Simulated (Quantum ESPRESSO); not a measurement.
# V(100), 5 layers: vacuum convergence, part 2 of 3

Which setting serves for V(100), 5 layers? The runs below step through one kind of setting.

Quantum ESPRESSO 7.5; plane-wave DFT, PBE, SG15 norm-conserving pseudopotentials.

So far. Step 2 (Ground state: 24 Å of vacuum): The run needed 31 iterations to bring the estimated error under 1e-07 Ry; the largest force on any atom, held or free, is 1.24 eV/Å. Step 3 (Potential by pp.x): Inside the slab this potential holds the local part of the pseudopotentials, which can be repulsive at the nuclei; only its value in the vacuum has a meaning of its own.

## 4. Self-consistent run: 18 Å of vacuum

c2.in reads:

```
&control
  prefix = 'c2'
  outdir = './out'
  pseudo_dir = './pseudo'
  calculation = 'scf'
  tprnfor = .true.
/
&system
  ibrav = 0
  nat = 5
  ntyp = 1
  ecutwfc = 60
  ecutrho = 240
  occupations = 'smearing'
  smearing = 'mv'
  degauss = 0.02
/
&electrons
  conv_thr = 1e-07
  mixing_beta = 0.4
  electron_maxstep = 120
  mixing_mode = 'local-TF'
/
ATOMIC_SPECIES
  V   50.9415  V_ONCV_PBE-1.2.upf
CELL_PARAMETERS angstrom
  3.02000000000000 0.00000000000000 0.00000000000000
  0.00000000000000 3.02000000000000 0.00000000000000
  0.00000000000000 0.00000000000000 24.04000000000000
ATOMIC_POSITIONS crystal
  V   0.000000000000 0.000000000000 0.374376039933
  V   0.500000000000 0.500000000000 0.437188019967
  V   0.000000000000 0.000000000000 0.500000000000
  V   0.500000000000 0.500000000000 0.562811980033
  V   0.000000000000 0.000000000000 0.625623960067
K_POINTS automatic
  8 8 1 0 0 0
```

Command:

```
> OMP_NUM_THREADS=1 mpirun -n 4 pw.x -nk 4 -in c2.in > c2.out
```

Output:

```text
[banner, memory and clock lines left out]
Program PWSCF v.7.5 starts
[...]
Message from routine setup:
[...]
number of electrons       =        65.00
     number of Kohn-Sham states=           40
     kinetic-energy cutoff     =      60.0000  Ry
     charge density cutoff     =     240.0000  Ry
[...]
number of k points=    15  Marzari-Vanderbilt smearing, width (Ry)=  0.0200
[...]
Dense  grid:    92749 G-vectors     FFT dimensions: (  30,  30, 225)
[...]
negative rho (up, down):  4.369E-04 0.000E+00
     Starting wfcs are random
[...]
estimated scf accuracy    <       5.55835511 Ry
[...]
estimated scf accuracy    <       0.51087968 Ry
[...]
estimated scf accuracy    <       0.25619088 Ry
[...]
estimated scf accuracy    <       1.34629509 Ry
[...]
estimated scf accuracy    <       4.19193617 Ry
[...]
estimated scf accuracy    <       3.14257134 Ry
[...]
estimated scf accuracy    <       0.39285353 Ry
[...]
estimated scf accuracy    <       0.03194989 Ry
[...]
estimated scf accuracy    <       0.17618472 Ry
[...]
estimated scf accuracy    <       0.12510605 Ry
[...]
negative rho (up, down):  2.456E-04 0.000E+00
[...]
estimated scf accuracy    <       0.17805879 Ry
[...]
negative rho (up, down):  2.653E-03 0.000E+00
[...]
estimated scf accuracy    <       0.44601584 Ry
[...]
negative rho (up, down):  2.364E-03 0.000E+00
[...]
estimated scf accuracy    <       0.17284807 Ry
[...]
negative rho (up, down):  9.407E-04 0.000E+00
[...]
estimated scf accuracy    <       0.07468671 Ry
[...]
negative rho (up, down):  5.000E-03 0.000E+00
[...]
estimated scf accuracy    <       0.55757212 Ry
[...]
negative rho (up, down):  3.864E-03 0.000E+00
[...]
estimated scf accuracy    <       0.03773006 Ry
[...]
negative rho (up, down):  3.075E-03 0.000E+00
[...]
estimated scf accuracy    <       0.00512285 Ry
[...]
negative rho (up, down):  3.006E-03 0.000E+00
[...]
estimated scf accuracy    <       0.01102460 Ry
[...]
negative rho (up, down):  2.729E-03 0.000E+00
[...]
estimated scf accuracy    <       0.01060968 Ry
[...]
negative rho (up, down):  3.044E-03 0.000E+00
[...]
estimated scf accuracy    <       0.01689606 Ry
[...]
negative rho (up, down):  2.848E-03 0.000E+00
[...]
estimated scf accuracy    <       0.00480030 Ry
[...]
negative rho (up, down):  1.739E-03 0.000E+00
[...]
estimated scf accuracy    <       0.00303020 Ry
[...]
negative rho (up, down):  9.547E-04 0.000E+00
[...]
estimated scf accuracy    <       0.00487638 Ry
[...]
negative rho (up, down):  4.039E-04 0.000E+00
[...]
estimated scf accuracy    <       0.00559481 Ry
[...]
negative rho (up, down):  2.965E-04 0.000E+00
[...]
estimated scf accuracy    <       0.00206993 Ry
[...]
negative rho (up, down):  2.513E-04 0.000E+00
[...]
estimated scf accuracy    <       0.00020301 Ry
[...]
negative rho (up, down):  1.984E-04 0.000E+00
[...]
estimated scf accuracy    <       0.00052563 Ry
[...]
negative rho (up, down):  7.532E-05 0.000E+00
[...]
estimated scf accuracy    <       0.00038002 Ry
[...]
negative rho (up, down):  2.293E-05 0.000E+00
[...]
estimated scf accuracy    <       0.00013201 Ry
[...]
negative rho (up, down):  1.470E-05 0.000E+00
[...]
estimated scf accuracy    <       0.00002434 Ry
[...]
estimated scf accuracy    <       0.00000557 Ry
[...]
estimated scf accuracy    <       0.00000146 Ry
[...]
negative rho (up, down):  1.045E-05 0.000E+00
[...]
estimated scf accuracy    <       0.00000318 Ry
[...]
negative rho (up, down):  6.981E-06 0.000E+00
[...]
estimated scf accuracy    <       0.00000124 Ry
[...]
estimated scf accuracy    <       0.00000130 Ry
[...]
estimated scf accuracy    <       0.00000189 Ry
[...]
estimated scf accuracy    <       0.00000061 Ry
[...]
the Fermi energy is     2.7185 ev
!    total energy              =    -710.97193892 Ry
     estimated scf accuracy    <       0.00000007 Ry
     smearing contrib. (-TS)   =       0.00034882 Ry
     internal energy E=F+TS    =    -710.97228774 Ry
[...]
one-electron contribution =   -6093.43918892 Ry
     hartree contribution      =    3041.53814663 Ry
     xc contribution           =     -84.43753074 Ry
     ewald contribution        =    2425.36628530 Ry
     convergence has been achieved in  38 iterations
[...]
Total force =     0.084541     Total SCF correction =     0.000432
[...]
```

It took 4.2 min on 4 MPI ranks of Arm Neoverse N1, shared host; peak memory 0.62 GiB.

Read from the output:

| Property | Result |
| --- | --- |
| free energy | -9673.2660 eV |
| Fermi energy | 2.719 eV |

The program's own clock; routines nest. Time by routine:

```tsv
routine	wall time (s)	calls
PWSCF	251.5	1
electrons	249	1
c_bands	185	38
cegterg	169.2	152
h_psi	135.5	824
fftw	119.5	37140
vloc_psi	112.9	824
mix_rho	37.15	38
sum_band	22.26	38
ffts	20.29	4007
calbec	11.39	840
add_vuspsi	11.03	824
h_psi:calbec	10.98	824
v_of_rho	4.26	39
```

## 5. Electrostatic potential

c2.pot.in reads:

```
&inputpp
  prefix = 'c2'
  outdir = './out'
  filplot = 'c2.pot.dat'
  plot_num = 11
/
```

Command:

```
> OMP_NUM_THREADS=1 mpirun -n 4 pp.x -in c2.pot.in > c2.pot.out
```

Elapsed: 0.83 s, on 4 MPI ranks; peak memory 0.11 GiB.

Counted from each run's own zero (the Fermi level), the vacuum level differs from the first run's by -0 meV.

## 6. SCF with pw.x: 14 Å of vacuum

c4.in reads:

```
&control
  prefix = 'c4'
  outdir = './out'
  pseudo_dir = './pseudo'
  calculation = 'scf'
  tprnfor = .true.
/
&system
  ibrav = 0
  nat = 5
  ntyp = 1
  ecutwfc = 60
  ecutrho = 240
  occupations = 'smearing'
  smearing = 'mv'
  degauss = 0.02
/
&electrons
  conv_thr = 1e-07
  mixing_beta = 0.4
  electron_maxstep = 120
  mixing_mode = 'local-TF'
/
ATOMIC_SPECIES
  V   50.9415  V_ONCV_PBE-1.2.upf
CELL_PARAMETERS angstrom
  3.02000000000000 0.00000000000000 0.00000000000000
  0.00000000000000 3.02000000000000 0.00000000000000
  0.00000000000000 0.00000000000000 20.04000000000000
ATOMIC_POSITIONS crystal
  V   0.000000000000 0.000000000000 0.349301397206
  V   0.500000000000 0.500000000000 0.424650698603
  V   0.000000000000 0.000000000000 0.500000000000
  V   0.500000000000 0.500000000000 0.575349301397
  V   0.000000000000 0.000000000000 0.650698602794
K_POINTS automatic
  8 8 1 0 0 0
```

Command:

```
> OMP_NUM_THREADS=1 mpirun -n 4 pw.x -nk 4 -in c4.in > c4.out
```

Output:

```text
[banner, memory and clock lines left out]
Program PWSCF v.7.5 starts
[...]
Message from routine setup:
[...]
number of electrons       =        65.00
     number of Kohn-Sham states=           40
     kinetic-energy cutoff     =      60.0000  Ry
     charge density cutoff     =     240.0000  Ry
[...]
number of k points=    15  Marzari-Vanderbilt smearing, width (Ry)=  0.0200
[...]
Dense  grid:    77327 G-vectors     FFT dimensions: (  30,  30, 192)
[...]
negative rho (up, down):  4.101E-04 0.000E+00
     Starting wfcs are random
[...]
estimated scf accuracy    <       5.50906304 Ry
[...]
estimated scf accuracy    <       0.56115161 Ry
[...]
estimated scf accuracy    <       0.26378179 Ry
[...]
estimated scf accuracy    <       1.62850201 Ry
[...]
estimated scf accuracy    <       5.18633933 Ry
[...]
estimated scf accuracy    <       3.25371028 Ry
[...]
estimated scf accuracy    <       0.75793014 Ry
[...]
estimated scf accuracy    <       0.01399296 Ry
[...]
estimated scf accuracy    <       0.32358520 Ry
[...]
estimated scf accuracy    <       0.13863084 Ry
[...]
estimated scf accuracy    <       0.02975721 Ry
[...]
estimated scf accuracy    <       0.00136542 Ry
[...]
negative rho (up, down):  4.861E-04 0.000E+00
[...]
estimated scf accuracy    <       0.00168762 Ry
[...]
negative rho (up, down):  4.436E-04 0.000E+00
[...]
estimated scf accuracy    <       0.00345448 Ry
[...]
estimated scf accuracy    <       0.00251107 Ry
[...]
estimated scf accuracy    <       0.00010518 Ry
[...]
estimated scf accuracy    <       0.00032862 Ry
[...]
estimated scf accuracy    <       0.00016621 Ry
[...]
estimated scf accuracy    <       0.00015439 Ry
[...]
estimated scf accuracy    <       0.00013154 Ry
[...]
estimated scf accuracy    <       0.00013079 Ry
[...]
estimated scf accuracy    <       0.00009395 Ry
[...]
negative rho (up, down):  3.061E-06 0.000E+00
[...]
estimated scf accuracy    <       0.00010245 Ry
[...]
negative rho (up, down):  1.624E-07 0.000E+00
[...]
estimated scf accuracy    <       0.00011255 Ry
[...]
estimated scf accuracy    <       0.00007915 Ry
[...]
estimated scf accuracy    <       0.00007503 Ry
[...]
estimated scf accuracy    <       0.00000332 Ry
[...]
estimated scf accuracy    <       0.00001426 Ry
[...]
estimated scf accuracy    <       0.00002680 Ry
[...]
estimated scf accuracy    <       0.00000149 Ry
[...]
estimated scf accuracy    <       0.00001881 Ry
[...]
estimated scf accuracy    <       0.00000408 Ry
[...]
estimated scf accuracy    <       0.00000052 Ry
[...]
estimated scf accuracy    <       0.00000026 Ry
[...]
estimated scf accuracy    <       0.00000023 Ry
[...]
estimated scf accuracy    <       0.00000023 Ry
[...]
the Fermi energy is     4.0250 ev
!    total energy              =    -710.97197268 Ry
     estimated scf accuracy    <       0.00000002 Ry
     smearing contrib. (-TS)   =       0.00034901 Ry
     internal energy E=F+TS    =    -710.97232169 Ry
[...]
one-electron contribution =   -4279.27477292 Ry
     hartree contribution      =    2137.57640825 Ry
     xc contribution           =     -84.43751611 Ry
     ewald contribution        =    1515.16355909 Ry
     convergence has been achieved in  37 iterations
[...]
Total force =     0.084586     Total SCF correction =     0.000813
[...]
```

Wall time 3.4 min (4 MPI ranks); peak memory 0.55 GiB.

This step gave:

```
free energy  : -9673.2665 eV
Fermi energy : 4.025 eV
```

The program's own clock; routines nest. Time by routine:

```tsv
routine	wall time (s)	calls
PWSCF	204.3	1
electrons	202.1	1
c_bands	153.2	37
cegterg	139.6	148
h_psi	110.2	815
fftw	95.57	37316
vloc_psi	91.23	815
mix_rho	27.55	37
sum_band	17.25	37
ffts	14.98	3697
calbec	9.62	831
h_psi:calbec	9.28	815
add_vuspsi	9.27	815
v_of_rho	3.53	38
```

## 7. Potential by pp.x

c4.pot.in reads:

```
&inputpp
  prefix = 'c4'
  outdir = './out'
  filplot = 'c4.pot.dat'
  plot_num = 11
/
```

Command:

```
> OMP_NUM_THREADS=1 mpirun -n 4 pp.x -in c4.pot.in > c4.pot.out
```

Wall time 0.81 s (4 MPI ranks); peak memory 0.11 GiB; 2.8 s of CPU time.

Counted from each run's own zero (the Fermi level), the vacuum level differs from the first run's by -1 meV.

## 8. Self-consistent run: 12 Å of vacuum

c6.in reads:

```
&control
  prefix = 'c6'
  outdir = './out'
  pseudo_dir = './pseudo'
  calculation = 'scf'
  tprnfor = .true.
/
&system
  ibrav = 0
  nat = 5
  ntyp = 1
  ecutwfc = 60
  ecutrho = 240
  occupations = 'smearing'
  smearing = 'mv'
  degauss = 0.02
/
&electrons
  conv_thr = 1e-07
  mixing_beta = 0.4
  electron_maxstep = 120
  mixing_mode = 'local-TF'
/
ATOMIC_SPECIES
  V   50.9415  V_ONCV_PBE-1.2.upf
CELL_PARAMETERS angstrom
  3.02000000000000 0.00000000000000 0.00000000000000
  0.00000000000000 3.02000000000000 0.00000000000000
  0.00000000000000 0.00000000000000 18.04000000000000
ATOMIC_POSITIONS crystal
  V   0.000000000000 0.000000000000 0.332594235033
  V   0.500000000000 0.500000000000 0.416297117517
  V   0.000000000000 0.000000000000 0.500000000000
  V   0.500000000000 0.500000000000 0.583702882483
  V   0.000000000000 0.000000000000 0.667405764967
K_POINTS automatic
  8 8 1 0 0 0
```

Command:

```
> OMP_NUM_THREADS=1 mpirun -n 4 pw.x -nk 4 -in c6.in > c6.out
```

Output:

```text
[banner, memory and clock lines left out]
Program PWSCF v.7.5 starts
[...]
Message from routine setup:
[...]
number of electrons       =        65.00
     number of Kohn-Sham states=           40
     kinetic-energy cutoff     =      60.0000  Ry
     charge density cutoff     =     240.0000  Ry
[...]
number of k points=    15  Marzari-Vanderbilt smearing, width (Ry)=  0.0200
[...]
Dense  grid:    69621 G-vectors     FFT dimensions: (  30,  30, 180)
[...]
negative rho (up, down):  3.765E-04 0.000E+00
     Starting wfcs are random
[...]
estimated scf accuracy    <       5.51851020 Ry
[...]
estimated scf accuracy    <       0.62879469 Ry
[...]
estimated scf accuracy    <       0.27798445 Ry
[...]
estimated scf accuracy    <       2.43188159 Ry
[...]
estimated scf accuracy    <       0.49066648 Ry
[...]
estimated scf accuracy    <       0.44939569 Ry
[...]
estimated scf accuracy    <       0.01755853 Ry
[...]
estimated scf accuracy    <       0.02240817 Ry
[...]
estimated scf accuracy    <       0.47419788 Ry
[...]
estimated scf accuracy    <       0.00492855 Ry
[...]
estimated scf accuracy    <       0.01384548 Ry
[...]
estimated scf accuracy    <       0.00960798 Ry
[...]
estimated scf accuracy    <       0.00049552 Ry
[...]
estimated scf accuracy    <       0.00003057 Ry
[...]
estimated scf accuracy    <       0.00008711 Ry
[...]
estimated scf accuracy    <       0.00004194 Ry
[...]
estimated scf accuracy    <       0.00000197 Ry
[...]
estimated scf accuracy    <       0.00000680 Ry
[...]
estimated scf accuracy    <       0.00000322 Ry
[...]
the Fermi energy is     4.8956 ev
!    total energy              =    -710.97200275 Ry
     estimated scf accuracy    <       0.00000010 Ry
     smearing contrib. (-TS)   =       0.00035111 Ry
     internal energy E=F+TS    =    -710.97235386 Ry
[...]
one-electron contribution =   -3412.00787157 Ry
     hartree contribution      =    1706.01450636 Ry
     xc contribution           =     -84.43754510 Ry
     ewald contribution        =    1079.45855646 Ry
     convergence has been achieved in  20 iterations
[...]
Total force =     0.085078     Total SCF correction =     0.001891
[...]
```

Elapsed: 1.9 min, on 4 MPI ranks; peak memory 0.51 GiB; 7.4 min of CPU time.

Numbers from this step:

- free energy: -9673.2669 eV
- Fermi energy: 4.896 eV

The program's own clock; routines nest. Time by routine:

```tsv
routine	wall time (s)	calls
PWSCF	110.4	1
electrons	108.4	1
c_bands	87.7	20
cegterg	78.98	80
h_psi	62.59	552
fftw	54.1	21868
vloc_psi	52.13	552
mix_rho	9.58	20
sum_band	8.93	20
calbec	5.41	568
ffts	5.34	1331
add_vuspsi	5.12	552
h_psi:calbec	5.1	552
v_of_rho	1.94	21
```

## 9. Potential by pp.x

c6.pot.in reads:

```
&inputpp
  prefix = 'c6'
  outdir = './out'
  filplot = 'c6.pot.dat'
  plot_num = 11
/
```

Command:

```
> OMP_NUM_THREADS=1 mpirun -n 4 pp.x -in c6.pot.in > c6.pot.out
```

Run time: 0.79 s. Hardware: 4 MPI ranks; peak memory 0.11 GiB.

This step gave:

```
potential in the middle of the vacuum, over the Fermi level : 3.827 eV
```

Counted from each run's own zero (the Fermi level), the vacuum level differs from the first run's by +1 meV.

## 10. Self-consistent run: 10 Å of vacuum

c8.in reads:

```
&control
  prefix = 'c8'
  outdir = './out'
  pseudo_dir = './pseudo'
  calculation = 'scf'
  tprnfor = .true.
/
&system
  ibrav = 0
  nat = 5
  ntyp = 1
  ecutwfc = 60
  ecutrho = 240
  occupations = 'smearing'
  smearing = 'mv'
  degauss = 0.02
/
&electrons
  conv_thr = 1e-07
  mixing_beta = 0.4
  electron_maxstep = 120
  mixing_mode = 'local-TF'
/
ATOMIC_SPECIES
  V   50.9415  V_ONCV_PBE-1.2.upf
CELL_PARAMETERS angstrom
  3.02000000000000 0.00000000000000 0.00000000000000
  0.00000000000000 3.02000000000000 0.00000000000000
  0.00000000000000 0.00000000000000 16.04000000000000
ATOMIC_POSITIONS crystal
  V   0.000000000000 0.000000000000 0.311720698254
  V   0.500000000000 0.500000000000 0.405860349127
  V   0.000000000000 0.000000000000 0.500000000000
  V   0.500000000000 0.500000000000 0.594139650873
  V   0.000000000000 0.000000000000 0.688279301746
K_POINTS automatic
  8 8 1 0 0 0
```

Command:

```
> OMP_NUM_THREADS=1 mpirun -n 4 pw.x -nk 4 -in c8.in > c8.out
```

Output:

```text
[banner, memory and clock lines left out]
Program PWSCF v.7.5 starts
[...]
Message from routine setup:
[...]
number of electrons       =        65.00
     number of Kohn-Sham states=           40
     kinetic-energy cutoff     =      60.0000  Ry
     charge density cutoff     =     240.0000  Ry
[...]
number of k points=    15  Marzari-Vanderbilt smearing, width (Ry)=  0.0200
[...]
Dense  grid:    61905 G-vectors     FFT dimensions: (  30,  30, 150)
[...]
negative rho (up, down):  3.498E-04 0.000E+00
     Starting wfcs are random
[...]
estimated scf accuracy    <       5.49557997 Ry
[...]
estimated scf accuracy    <       0.64441400 Ry
[...]
estimated scf accuracy    <       0.27660213 Ry
[...]
estimated scf accuracy    <       3.19092054 Ry
[...]
estimated scf accuracy    <       2.79012565 Ry
[...]
estimated scf accuracy    <       2.70606269 Ry
[...]
estimated scf accuracy    <       0.77371415 Ry
[...]
estimated scf accuracy    <       0.24578825 Ry
[...]
estimated scf accuracy    <       0.08449740 Ry
[...]
estimated scf accuracy    <       0.04124347 Ry
[...]
estimated scf accuracy    <       0.03451274 Ry
[...]
estimated scf accuracy    <       0.00594242 Ry
[...]
estimated scf accuracy    <       0.01315225 Ry
[...]
estimated scf accuracy    <       0.00558861 Ry
[...]
estimated scf accuracy    <       0.00038007 Ry
[...]
estimated scf accuracy    <       0.00027507 Ry
[...]
estimated scf accuracy    <       0.00023872 Ry
[...]
estimated scf accuracy    <       0.00012011 Ry
[...]
estimated scf accuracy    <       0.00011788 Ry
[...]
estimated scf accuracy    <       0.00008840 Ry
[...]
estimated scf accuracy    <       0.00002660 Ry
[...]
estimated scf accuracy    <       0.00005559 Ry
[...]
estimated scf accuracy    <       0.00001101 Ry
[...]
estimated scf accuracy    <       0.00000162 Ry
[...]
estimated scf accuracy    <       0.00000211 Ry
[...]
estimated scf accuracy    <       0.00000039 Ry
[...]
estimated scf accuracy    <       0.00000022 Ry
[...]
estimated scf accuracy    <       0.00000010 Ry
[...]
the Fermi energy is     5.9820 ev
!    total energy              =    -710.97198487 Ry
     estimated scf accuracy    <       0.00000008 Ry
     smearing contrib. (-TS)   =       0.00035250 Ry
     internal energy E=F+TS    =    -710.97233737 Ry
[...]
one-electron contribution =   -2584.56309986 Ry
     hartree contribution      =    1294.89442359 Ry
     xc contribution           =     -84.43745229 Ry
     ewald contribution        =     663.13379119 Ry
     convergence has been achieved in  29 iterations
[...]
Total force =     0.084932     Total SCF correction =     0.000694
[...]
```

Run time: 2 min. Hardware: 4 MPI ranks; peak memory 0.47 GiB.

Read from the output:

* free energy: -9673.2666 eV
* Fermi energy: 5.982 eV

The program's own clock; routines nest. Time by routine:

```tsv
routine	wall time (s)	calls
PWSCF	118.5	1
electrons	116.8	1
c_bands	93.29	29
cegterg	84.31	116
h_psi	66.13	647
fftw	57.17	29428
vloc_psi	54.2	647
mix_rho	10.7	29
sum_band	10.37	29
calbec	6.08	663
ffts	5.99	1753
add_vuspsi	5.82	647
h_psi:calbec	5.81	647
v_of_rho	2.3	30
```

(Continued in part 3 of 3.)

[Logs are printed without paths, hosts, clocks, repeated set-up lines and the standing remarks that a program may print on its own settings, such as how far it seeks lower states.]

[Hosts, paths, dates, database ids (printed as entryN), source tags and the programs' standing remarks are cut or masked in the printed files.]

[Maps of the electrostatic potential energy from Ansatz leave out the sawtooth potential of an applied field or a dipole correction, so their vacuum need not be flat; planar profiles and work functions include it.]
